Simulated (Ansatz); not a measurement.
# From LDA to G0W0: Cs4CdPb3Cl12 (ordered model alloy, started on the CsPbCl3 lattice) (Im-3m)

How far does one-shot GW move the LDA gap of Cs4CdPb3Cl12 (ordered model alloy, started on the CsPbCl3 lattice) (Im-3m)?

Calculated with Ansatz 0.2.0; LDA, then G0W0 on it, plane waves, PAW.

## (1) Starting point

Symmetry: Im-3m, No. 229, cubic system. The conventional cell has a = 11.207 Å, b = 11.207 Å, c = 11.207 Å, α = 90.00°, β = 90.00°, γ = 90.00°. Nearest to Cs lie 12 Cl at 3.96 Å. Nearest to Pb lie 6 Cl at 2.80 Å. Cd has 6 Cl at 2.80 Å nearest. Nearest to Cl lie 2 Pb at 2.80 Å and 4 Cs at 3.96 Å. Nearest to Cl lie 1 Cd at 2.80 Å and 1 Pb at 2.80 Å and 4 Cs at 3.96 Å. It derives from CsPbCl3. Farther neighbours and most contacts between anions are not listed.

The start is a generated structure, not a measured one. Spin-orbit coupling is left out unless a step names it.

The logs state that the PAW files were generated under PBE.

## (2) Relaxing the structure

The structure is relaxed first.

This step: DFT, LDA, plane waves, PAW; PAW set soft_1.

input.yaml

```yaml
crystal:
  lattice:
    - [-5.6033010944, 5.6033010944, 5.6033010944]
    - [5.6033010944, -5.6033010944, 5.6033010944]
    - [5.6033010944, 5.6033010944, -5.6033010944]
  atoms:
    - { symbol: Cs, position: [0.0, 0.0, 0.0] }
    - { symbol: Cs, position: [0.5, 0.5, 0.0] }
    - { symbol: Cs, position: [0.5, 0.0, 0.5] }
    - { symbol: Cs, position: [0.0, 0.5, 0.5] }
    - { symbol: Pb, position: [0.5, 0.5, 0.5] }
    - { symbol: Pb, position: [0.0, 0.0, 0.5] }
    - { symbol: Pb, position: [0.0, 0.5, 0.0] }
    - { symbol: Cd, position: [0.5, 0.0, 0.0] }
    - { symbol: Cl, position: [0.25, 0.25, 0.5] }
    - { symbol: Cl, position: [0.75, 0.75, 0.5] }
    - { symbol: Cl, position: [0.75, 0.25, 0.0] }
    - { symbol: Cl, position: [0.25, 0.75, 0.0] }
    - { symbol: Cl, position: [0.5, 0.25, 0.25] }
    - { symbol: Cl, position: [0.0, 0.75, 0.25] }
    - { symbol: Cl, position: [0.0, 0.25, 0.75] }
    - { symbol: Cl, position: [0.5, 0.75, 0.75] }
    - { symbol: Cl, position: [0.25, 0.5, 0.25] }
    - { symbol: Cl, position: [0.75, 0.0, 0.25] }
    - { symbol: Cl, position: [0.75, 0.5, 0.75] }
    - { symbol: Cl, position: [0.25, 0.0, 0.75] }
kpoints:
  mp_grid: { grid: [2, 2, 2] }
hamiltonian:
  xc: lda
  pseudopotentials: { kind: paw, azcp: { folder: soft_1 }, xc_functional: pbe }
scf:
  occupations: { method: fermi_dirac, width: 0.02 }
relax:
  f_tol: 0.02
  max_steps: 100
  cell: {}
```

Started as:

```
$ ansatz run input.yaml --threads 4 --pin off --max-ram 17510MiB --backend cpu --events-out ev --progress --plain --runs-dir out
```

Numbers of over 12 decimals in the logs are rounded to 6 here.

The log of the run:

```text
Engine: ansatz 0.2.0, aarch64-unknown-linux-gnu
Pseudopotentials: kind: paw
Pseudopotential: Cs, paw, valence charge 9, recommended cutoff 420 eV (normal), soft_1/Cs.paw.azcp
Pseudopotential: Pb, paw, valence charge 14, recommended cutoff 420 eV (normal), soft_1/Pb.paw.azcp
Pseudopotential: Cd, paw, valence charge 20, recommended cutoff 420 eV (normal), soft_1/Cd.paw.azcp
Pseudopotential: Cl, paw, valence charge 7, recommended cutoff 420 eV (normal), soft_1/Cl.paw.azcp
Functional definition: SPW92
  exchange = slater_x
  correlation = pw_c
Crystal: 20 atoms, lattice volume = 703.707 Å³
Basis set: ecut = 420 eV, 13811 PW (Γ)
Bands: 111, of which v1, the nominal top of the filled ones, is band 91 counted from 1 (90 counted from 0)
Symmetry: 48 space group operations
Space group: Im-3m (ITA 229), of the structure as read, at distance tolerance 8.9e-5 Å
k-points: 3 of 8
Non-local potential: Cs, projectors of the file, l = 0: 3, l = 1: 2, l = 2: 2, l = 3: 2
Non-local potential: Pb, projectors of the file, l = 0: 2, l = 1: 2, l = 2: 2, l = 3: 1
Non-local potential: Cd, projectors of the file, l = 0: 3, l = 1: 2, l = 2: 2, l = 3: 1
Non-local potential: Cl, projectors of the file, l = 0: 2, l = 1: 2, l = 2: 1
PAW form: soft (Blöchl's): semilocal exchange-correlation on the pseudo side does not see the compensation charge
PAW frozen core: Cs, regenerated for the run's functional, and the local potential with it (the file was generated under x = pbe(κ = 0.804, μ = 0.219515), c = pbe(β = 0.066725))
PAW frozen core: Pb, regenerated for the run's functional, and the local potential with it (the file was generated under x = pbe(κ = 0.804, μ = 0.219515), c = pbe(β = 0.066725))
PAW frozen core: Cd, regenerated for the run's functional, and the local potential with it (the file was generated under x = pbe(κ = 0.804, μ = 0.219515), c = pbe(β = 0.066725))
PAW frozen core: Cl, regenerated for the run's functional, and the local potential with it (the file was generated under x = pbe(κ = 0.804, μ = 0.219515), c = pbe(β = 0.066725))
PAW one-centre angular grid: Cs, 194 points (default); XC on 64 Gauss nodes
PAW one-centre angular grid: Pb, 590 points (default); XC on 64 Gauss nodes
PAW one-centre angular grid: Cd, 590 points (default); XC on 64 Gauss nodes
PAW one-centre angular grid: Cl, 110 points (default); XC on 64 Gauss nodes
Initial density: superposition of atomic densities (chi_scale 0.1, normalization cell, long waves kept (reshape's long-wave potential 0.08 eV rms))
Initial wavefunctions: pseudopotential atomic-orbital guess
Functional: x = slater, c = lda
SCF iter   1: F=—  HF=-77515.642272 eV  |F-HF|=—  |Δ(HF+E_count)|=         —  Δρ=3.66e-2  dr2=2.08e1  ethr=3.10e-3  ⟨swp⟩=8.0  Hψ=1471  notcnv=0  defer=19
preconditioner: auto → Resta (q_TF=auto, 2.178 Å⁻¹)  ε∞=3.2  [insulator: Δε(μ)=0.162 eV  Ē_g=12.194 eV  σ=0.020 eV  W_gap=0.96  n_scr=134 (ndim 8)  ℏωp=18.0 eV  f_vac=0.020  D(μ)=1.44/eV (n_scr^D=0)  ε∞_Penn≈3.2]
SCF iter   2: F=—  HF=-77509.164548 eV  |F-HF|=—  |Δ(HF+E_count)|=    6.48e0  Δρ=1.16e-2  dr2=2.96e0  ethr=3.10e-3  ⟨swp⟩=4.3  Hψ=694  notcnv=0  defer=45
SCF iter   3: F=—  HF=-77507.929638 eV  |F-HF|=—  |Δ(HF+E_count)|=    1.23e0  Δρ=4.78e-3  dr2=5.94e-1  ethr=1.63e-3  ⟨swp⟩=4.3  Hψ=592  notcnv=0  defer=42
SCF iter   4: F=—  HF=-77507.622088 eV  |F-HF|=—  |Δ(HF+E_count)|=   3.08e-1  Δρ=1.87e-3  dr2=4.44e-2  ethr=3.26e-4  ⟨swp⟩=4.7  Hψ=597  notcnv=0  defer=42
SCF iter   5: F=—  HF=-77507.606861 eV  |F-HF|=—  |Δ(HF+E_count)|=   1.52e-2  Δρ=7.42e-4  dr2=3.84e-3  ethr=2.44e-5  ⟨swp⟩=4.7  Hψ=702  notcnv=0  defer=41
SCF iter   6: F=—  HF=-77507.606420 eV  |F-HF|=—  |Δ(HF+E_count)|=   4.42e-4  Δρ=1.48e-4  dr2=1.81e-4  ethr=2.11e-6  ⟨swp⟩=2.0  Hψ=523  notcnv=0  defer=41
SCF iter   7: F=—  HF=-77507.606573 eV  |F-HF|=—  |Δ(HF+E_count)|=   1.53e-4  Δρ=4.18e-5  dr2=1.64e-5  ethr=9.92e-8  ⟨swp⟩=2.0  Hψ=455  notcnv=0  defer=41
SCF iter   8: F=—  HF=-77507.606933 eV  |F-HF|=—  |Δ(HF+E_count)|=   3.60e-4  Δρ=8.24e-6  dr2=4.96e-7  ethr=8.99e-9  ⟨swp⟩=2.3  Hψ=501  notcnv=0  defer=41
SCF iter   9: F=-77507.606933 eV  HF=-77507.606933 eV  |F-HF|=9.46e-10  |Δ(HF+E_count)|=   2.53e-7  Δρ=2.25e-6  dr2=3.53e-8  ethr=5.49e-11  ⟨swp⟩=5.0  Hψ=1236  notcnv=0
SCF 1 converged in 9 iterations: F = -77507.606933 eV  dr2 = 3.53e-8
  greatest PAW one-centre occupation: 1.000 electrons in one spin orbital (limit 2), on the Cd atom at site 7 (counted from 0), in its partial waves of l = 0
relax step   1: F+E_penalty+E_count = -77507.60693295 eV  Δ(F+E_penalty+E_count) = +0.000e0 eV  max|allowed force component| = 7.579e-1 eV/Å  Δτ_max = 0.0000 Å  P = -2.376 GPa  Ω = 703.707 Å³  (9 SCF iters, dr2 threshold 1.00e-7 eV, accepted)
[...]
relax step   2: F+E_penalty+E_count = -77508.40666825 eV  Δ(F+E_penalty+E_count) = -7.997e-1 eV  max|allowed force component| = 1.821e-1 eV/Å  Δτ_max = 0.1017 Å  P = -0.924 GPa  Ω = 657.932 Å³  energy of the carried Pulay correction = +2.578e-3 eV  (6 SCF iters, dr2 threshold 2.00e-6 eV, accepted)
[...]
relax step   3: F+E_penalty+E_count = -77508.46595237 eV  Δ(F+E_penalty+E_count) = -5.928e-2 eV  max|allowed force component| = 6.690e-2 eV/Å  Δτ_max = 0.0267 Å  P = +0.438 GPa  Ω = 630.207 Å³  energy of the carried Pulay correction = +4.244e-3 eV  (6 SCF iters, dr2 threshold 2.00e-6 eV, accepted)
[...]
relax step   4: F+E_penalty+E_count = -77508.47747547 eV  Δ(F+E_penalty+E_count) = -1.152e-2 eV  max|allowed force component| = 3.360e-4 eV/Å  Δτ_max = 0.0060 Å  P = -0.035 GPa  Ω = 639.036 Å³  energy of the carried Pulay correction = +3.705e-3 eV  (5 SCF iters, dr2 threshold 4.79e-7 eV, accepted)
[...]
relax step   5: F+E_penalty+E_count = -77508.47409563 eV  Δ(F+E_penalty+E_count) = +3.380e-3 eV  max|allowed force component| = 3.034e-4 eV/Å  Δτ_max = 0.0000 Å  P = -0.037 GPa  Ω = 639.036 Å³  stress off target by 3.68e-2 GPa  SCF on the basis re-selected at this cell (its energy is not comparable with the rows above)  (6 SCF iters)
basis re-selected at this cell: Δ(F+E_penalty+E_count) = +3.380e-3 eV, ΔP = -0.002 GPa vs the last step (what re-selecting the basis moved, of the pressure what is left beyond the Pulay correction that the steps carried, after the strain that the cell walked since its last selection, with what the two solves' SCF thresholds leave and, on support functions, any second-order correction that the steps lacked; it is no measure of the basis error at this ecutwfc). The dense FFT grid was sized anew with the basis: this SCF ran on 64×64×64 points, the steps before it on 72×72×72, so part of this shift can come from that change (see relax.cell in the input reference). [rest of the remark cut]
SCF converged after 6 iterations
Free energy (F): -77508.474096 eV
Harris-Foulkes:  -77508.474096 eV  (|F-HF|=4.37e-11)
Internal energy: -77508.474096 eV  (E = F + TS)
E sigma→0 (E₀):  -77508.474096 eV
Fermi energy:    5.313980 eV
--- Per-component energies (eV) ---
  E_band       = -1302.769722
  E_kinetic    = 3729.897965
  E_local      = -13615.627282  (includes V_loc(G=0)·N_el)
  E_nonlocal   = 1552.870557
  E_hartree    = 5519.736686
  E_xc         = -2762.527879
  E_vxc        = -2563.665689  (∫ρ·V_xc dr)
  E_paw        = -61309.311692  (= ΣΔE_a)
  E_vpaw       = -1445.720273  (= ΣTr[D̂ρ^β])
  E_aug_tail   = 0.001642  (compensation charges beyond the density's cutoff)
  E_ewald      = -10627.415931
  E_core_change = 3.901839  (= ΣΔE_core)
  E_smearing   = -0.000000  (= −TS)
  E_closure    = 0.000000  (closes the sum)
  Σ components = -77508.474096   (vs F -77508.474096, Δ=0.00e0)
--- Forces (eV/Å), atoms counted from 1 ---
  atom   1  Cs    -0.00000000     0.00000000     0.00000000
  atom   2  Cs    -0.00000000    -0.00000000     0.00000000
  atom   3  Cs    -0.00000000     0.00000000     0.00000000
  atom   4  Cs    -0.00000000     0.00000000    -0.00000000
  atom   5  Pb     0.00000000    -0.00000000     0.00000000
  atom   6  Pb     0.00000000    -0.00000000    -0.00000000
  atom   7  Pb     0.00000000     0.00000000     0.00000000
  atom   8  Cd    -0.00000000     0.00000000     0.00000000
  atom   9  Cl     0.00000000    -0.00000000    -0.00000000
  atom  10  Cl     0.00000000     0.00000000    -0.00000000
  atom  11  Cl     0.00000000    -0.00000000    -0.00030339
  atom  12  Cl     0.00000000     0.00000000     0.00030339
  atom  13  Cl    -0.00030339    -0.00000000    -0.00000000
  atom  14  Cl     0.00000000     0.00000000    -0.00000000
  atom  15  Cl     0.00000000    -0.00000000     0.00000000
  atom  16  Cl     0.00030339     0.00000000    -0.00000000
  atom  17  Cl    -0.00000000    -0.00000000    -0.00000000
  atom  18  Cl     0.00000000    -0.00030339     0.00000000
  atom  19  Cl     0.00000000     0.00000000    -0.00000000
  atom  20  Cl    -0.00000000     0.00030339    -0.00000000
  max |Σ_I F_I| component: 6.24e-18 eV/Å
--- Stress (GPa, compression-positive) ---
       -0.036841       0.000000      -0.000000
        0.000000      -0.036841       0.000000
       -0.000000       0.000000      -0.036841
  P = ⅓ Tr σ = -0.0368 GPa (-0.368 kbar)
--- Relaxed structure (4 steps of the walk, 4 accepted, 1 SCFs on fresh bases) ---
  F+E_penalty+E_count = -77508.47409563 eV   max|allowed force component| = 3.034e-4 eV/Å   (the final SCF, on the basis selected at the relaxed cell)
  cell:  # Å, volume = 639.0355 Å³
    - [-5.426107, 5.426107, 5.426107]
    - [5.426107, -5.426107, 5.426107]
    - [5.426107, 5.426107, -5.426107]
  atoms:
    - { symbol: Cs, position: [2.78630596870737e-19, 3.637677236923515e-19, 3.4828824608842156e-19] }
    - { symbol: Cs, position: [0.5, 0.5, 3.482882460884215e-19] }
    - { symbol: Cs, position: [0.5, 3.6376772369235104e-19, 0.5] }
    - { symbol: Cs, position: [2.7863059687073792e-19, 0.5, 0.5] }
    - { symbol: Pb, position: [0.5, 0.5, 0.5] }
    - { symbol: Pb, position: [0.0, 0.0, 0.5] }
    - { symbol: Pb, position: [0.0, 0.5, 0.0] }
    - { symbol: Cd, position: [0.5, 0.0, 0.0] }
    - { symbol: Cl, position: [0.25, 0.25, 0.5] }
    - { symbol: Cl, position: [0.750000, 0.750000, 0.5] }
    - { symbol: Cl, position: [0.739085, 0.239085, 0.0] }
    - { symbol: Cl, position: [0.260915, 0.760915, 0.0] }
    - { symbol: Cl, position: [0.5, 0.239085, 0.239085] }
    - { symbol: Cl, position: [0.0, 0.75, 0.250000] }
    - { symbol: Cl, position: [0.0, 0.250000, 0.75] }
    - { symbol: Cl, position: [0.5, 0.760915, 0.760915] }
    - { symbol: Cl, position: [0.250000, 0.5, 0.25] }
    - { symbol: Cl, position: [0.739085, 0.0, 0.239085] }
    - { symbol: Cl, position: [0.750000, 0.5, 0.750000] }
    - { symbol: Cl, position: [0.260915, 0.0, 0.760915] }
```

Run time: 19 s. Hardware: 4 threads of Arm Neoverse V1, shared host; peak memory 1.4 GiB; 73 s of CPU time.

Relaxation path:

| step | energy less that of the first step (eV) | largest force component (eV/Å) | pressure (GPa) | volume (Å³) |
| --- | --- | --- | --- | --- |
| 1 | 0.0000 | 0.7579 | -2.38 | 703.71 |
| 2 | -0.7997 | 0.1821 | -0.92 | 657.93 |
| 3 | -0.8590 | 0.0669 | 0.44 | 630.21 |
| 4 | -0.8705 | 0.0003 | -0.03 | 639.04 |
| 5* | -0.8672 | 0.0003 | -0.04 | 639.04 |

Relaxation steps marked * repeat the geometry before them on a plane-wave basis chosen anew for their cell, so energy and pressure can jump there.

The run keeps the 48 symmetry operations that it works with, so distortions that break them were not tested.

| conventional cell, symmetrised | before | after | change |
| --- | --- | --- | --- |
| a (Å) | 11.207 | 10.852 | -3.2 % |
| b (Å) | 11.207 | 10.852 | -3.2 % |
| c (Å) | 11.207 | 10.852 | -3.2 % |
| volume (Å³/atom) | 35.19 | 31.95 | -9.2 % |

The atoms that moved most (Å, as changes of fractional coordinates times the final cell):

| atom | dx | dy | dz | length |
| --- | --- | --- | --- | --- |
| Cl16 | 0.118 | 0.000 | 0.000 | 0.118 |
| Cl12 | 0.000 | 0.000 | 0.118 | 0.118 |
| Cl20 | 0.000 | 0.118 | 0.000 | 0.118 |
| Cl13 | -0.118 | 0.000 | 0.000 | 0.118 |
| Cl18 | 0.000 | -0.118 | 0.000 | 0.118 |
| Cl11 | 0.000 | 0.000 | -0.118 | 0.118 |

(Part 1 of 2 ends here.)

[Paths, hosts, dates, memory and timing lines, banners, echoed tables and standing remarks are left out of the program output.]

[Logs are printed without paths, hosts, clocks, repeated set-up lines and the standing remarks that a program may print on its own settings, such as how far it seeks lower states.]

[Runs of the session that timed out or met a known fault of the program may be left out.]

[Cells called generated may have been cut or substituted from an entry of the Crystallography Open Database or the Materials Project.]

[Hosts, paths, dates, database ids (printed as entryN), source tags and the programs' standing remarks are cut or masked in the printed files.]

[Where an RPA ε∞ is given, it is that of the G0W0 mesh and is not shown converged in it. Names of k-points follow the symmetry that the program found, which can be lower than the space group named. Band edges on a path are those of the sampled points; other points can move an edge, and change direct to indirect where valleys lie close.]

[Hybrid gaps are those of their k-mesh and are not shown converged in it.]
